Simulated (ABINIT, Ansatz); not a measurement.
Entries from a set of simulations; values are calculated unless marked as measured.

```cif
data_tio2
_symmetry_space_group_name_H-M 'P4_2/mnm'
_symmetry_Int_Tables_number 136
_cell_length_a 4.5922
_cell_length_b 4.5922
_cell_length_c 2.9574
_cell_angle_alpha 90.000
_cell_angle_beta 90.000
_cell_angle_gamma 90.000
_cell_volume 62.37
loop_
_atom_site_label
_atom_site_type_symbol
_atom_site_symmetry_multiplicity
_atom_site_Wyckoff_symbol
_atom_site_fract_x
_atom_site_fract_y
_atom_site_fract_z
_atom_site_occupancy
Ti1 Ti 2 a 0.00000 0.00000 0.00000 1
O1 O 4 f 0.30496 0.30496 0.00000 1
_calc_subject 'TiO2 (Rutile): one start, several treatments of the self-energy'
_calc_method 'RPA screening on PBE, plane waves, norm-conserving pseudopotentials (and 3 further levels or steps)'
_calc_program 'ABINIT 10.8.3'
_calc_settings 'cutoff 38 Ha, PseudoDojo scalar-relativistic 0.4.1 standard, norm-conserving, potential set dojo-sr-pbe-0.4.1-standard, ngkpt (4, 4, 4), nband 92, ecuteps 4.2 Ha, gwcalctyp 2, nfreqre 16, nfreqim 8, inclvkb 2, freqremax 40 eV, spmeth 1, nomegasf 120, shiftk (0, 0, 0), symchi 1, awtr 1, frequency cd, 4×4×4 k-mesh'
_calc_cost '8 runs, 13 min in all on 8 MPI ranks of Arm Neoverse N1, shared host'
_calc_notes 'The program’s warnings: Min real frequency set to default [Ha] = and nkpt*nsppol () is not a multiple of nproc spkpt (). The cell and positions come from the Crystallography Open Database and are kept as given unless a step says otherwise. The 4×4×4 mesh is coarse for this cell, which bears on the long-range parts of exchange and screening.'
_calc_g0w0_godby_needs_plasmon_pole '3.380 eV'
_calc_g0w0_engel_farid_plasmon_pole '3.493 eV'
_calc_g0w0_von_der_linden_horsch_plasmon_pole '3.521 eV'
_calc_one_shot_hartree_fock '14.578 eV'
_calc_g0w0_contour_deformation '3.396 eV'
_calc_known_limits 'short of the basis limit; coarse k mesh'
```

[Long decimals in the printed logs are rounded to 6 places.]

[Logs are printed without paths, hosts, clocks, repeated set-up lines and the standing remarks that a program may print on its own settings, such as how far it seeks lower states.]

[Paths, hosts, dates, memory and timing lines, banners, echoed tables and standing remarks are left out of the program output; an Ansatz launch command may be rebuilt from the run's recorded settings. Measured values are a selection of at most five: reports struck by readers or far from the other reports are left out. None is set beside runs whose start may be inverted or whose files or cutoffs have a known fault.]

[Runs of the session that timed out or met a known fault of the program may be left out.]

[Hosts, paths, dates, database ids (printed as entryN), source tags and the programs' standing remarks are cut or masked in the printed files.]

[G0W0 gaps are taken among the corrected bands and points alone; a level outside them can change the order at an edge.]

[Where Ansatz stands beside ABINIT at settings called matched, ABINIT's density can come from a denser mesh and the files from another edition; pairs whose starting gaps differed by over 0.03 eV were left out, so agreement reads better than it is.]
